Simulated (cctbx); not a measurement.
**Which space group?**

Cell: a = 6.6620 Å, b = 6.9230 Å, c = 18.0510 Å, α = 90.00°, β = 90.00°, γ = 90.00°. Expected content of the cell: Eu4 Cs4 Te16 Si4.

The data are simulated with cctbx, not measured: Cu Kα, λ = 1.54184 Å, to d = 0.83 Å, 50 % of the full sphere, strongest reflection 5000 counts, noise from counting, a 6 % proportional error and a noise floor of 8 counts (s.d.); no absorption, some extinction.

A first pass over the reflections prints:

```text
3054 reflections to d = 0.830 A
centring   violations  <I/sigma> of those
    A       1143 of  1549      7.5
    B       1080 of  1542      7.0
    C       1149 of  1531      7.5
    I       1134 of  1554      7.4
    R       1501 of  2022      7.5
    F       1686 of  2311      7.3
Laue class    unique    Rint  (classes that these axes allow; Friedel mates merged)
P -1             2287   0.072
P 1 2/m 1        1524   0.075
P 1 1 2/m        1474   0.074
P 2/m 1 1        1505   0.074
P m m m           907   0.079
space group    extra absences  I>4sigma  <I/sigma>
P 2 2 2                 0          0         -  acentric
P 2 2 21               12          0      -0.0  acentric
P 21 2 2                2          0      -0.1  acentric
P 2 21 2                6          0      -0.1  acentric
P 21 21 2               8          0      -0.1  acentric
P 2 21 21              18          0      -0.1  acentric
P 21 2 21              14          0      -0.0  acentric
P 21 21 21             20          0      -0.1  acentric
P m m 2                 0          0         -  acentric
P 2 m m                 0          0         -  acentric
P m 2 m                 0          0         -  acentric
P m m m                 0          0         -  centric
Wilson B = 0.33 A^2   <|E^2-1|> = 0.759 (0.968 centric, 0.736 acentric)   E^2>4: 1.6 %
shell (A)         n   <I/sigma>
18.06 - 1.66    131     12.7
 1.66 - 1.32    118     12.5
 1.32 - 1.15    112     12.3
 1.15 - 1.05    116     11.3
 1.05 - 0.97    100     10.5
 0.97 - 0.91    115      9.6
 0.91 - 0.87     99     11.5
 0.87 - 0.83    116     10.0
```

Q: Read the symmetry from these tables.

Every centring test has many violations, so the lattice is primitive.

Rint stays low (0.072 to 0.079) up to P m m m, the highest class in these axes.

12 settings pass the absence test. The most absences obeyed, 20, belong to P 21 21 21 alone.

⟨|E²−1|⟩ = 0.759 leans to a non-centrosymmetric structure. The Wilson B of 0.33 Å² means U ≈ 0.0042 Å².

The true group is P2_12_12_1 (no. 19), Laue class mmm, non-centrosymmetric. The tables fix it.

This is a model crystal, built by substitution and not relaxed, with assumed displacement parameters.

[Logs are printed without paths, hosts, clocks, repeated set-up lines and the standing remarks that a program may print on its own settings, such as how far it seeks lower states.]
